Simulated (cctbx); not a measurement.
## Resonant diffraction in TbYbDyBiS6

Space group P2_1/m (no. 11), a = 11.0490 Å, b = 4.2060 Å, c = 11.6250 Å, α = 90.00°, β = 104.39°, γ = 90.00°.

| atom | mult. | x | y | z | Ueq (Å²) |
| --- | --- | --- | --- | --- | --- |
| Bi1 | 2 | 0.6781 | 3/4 | 0.5853 | 0.0106 |
| Yb1 | 2 | 0.9486 | 3/4 | 0.3523 | 0.0120 |
| Dy1 | 2 | 0.8365 | 1/4 | 0.9653 | 0.0108 |
| Tb1 | 2 | 0.5323 | 3/4 | 0.1788 | 0.0141 |
| S1 | 2 | 0.7233 | 1/4 | 0.2696 | 0.0265 |
| S2 | 2 | 0.1008 | 1/4 | 0.4297 | 0.0215 |
| S3 | 2 | 0.6962 | 1/4 | 0.7416 | 0.0095 |
| S4 | 2 | 0.9465 | 3/4 | 0.1007 | 0.0189 |
| S5 | 2 | 0.6004 | 1/4 | 0.3836 | 0.0162 |
| S6 | 2 | 0.6339 | 3/4 | 0.9684 | 0.0220 |

This is a model crystal, built by substitution and not relaxed, with assumed displacement parameters.

Calculated with cctbx: free-atom f′ and f″ from the Sasaki tables, no fine structure; amplitudes in electrons.

| E (eV) | F 2 0 2 | F 0 1 2 | F 0 0 1 | F 1 1 0 |
| --- | --- | --- | --- | --- |
| 7190 | 267.7 | 191.7 | 53.9 | 74.9 |
| 7540 | 256.1 | 184.0 | 60.4 | 76.0 |
| 7670 | 259.8 | 188.8 | 59.8 | 79.9 |
| 7730 | 258.5 | 188.7 | 61.9 | 82.4 |
| 7760 | 256.5 | 187.9 | 64.5 | 84.9 |
| 7775 | 254.4 | 186.9 | 67.2 | 87.3 |
| 7782 | 252.4 | 185.9 | 69.6 | 89.5 |
| 7786 | 250.4 | 184.9 | 72.3 | 91.7 |
| 7794 | 251.4 | 185.4 | 73.6 | 91.5 |
| 7798 | 254.1 | 186.8 | 70.2 | 88.6 |
| 7805 | 256.3 | 188.1 | 67.3 | 86.1 |
| 7820 | 258.8 | 189.5 | 64.1 | 83.4 |
| 7850 | 261.2 | 191.0 | 60.9 | 80.8 |
| 7940 | 263.9 | 193.0 | 56.6 | 77.4 |
| 8190 | 263.7 | 194.0 | 53.1 | 73.7 |

**Question.** Which edge is crossed, and why do the reflections move as they do?

The L3 edge of Dy. The edge is at 7790 eV. f′ of Dy falls from -11.9 e at 7670 eV to -19.0 e at 4 eV below it, and f″ steps from 3.68 to 10.57 e across it. Over that approach |F| changes by -4 % (2 0 2), -2 % (0 1 2), +21 % (0 0 1) and +15 % (1 1 0): a reflection falls where Dy scatters in phase with the total and rises where it scatters against it; it hardly moves where the Dy term is small or cancels by symmetry. Above the edge the larger f″ enters the imaginary part, where it can add to or cancel the other atoms' f″. The structure is centrosymmetric, so Friedel mates stay equal.
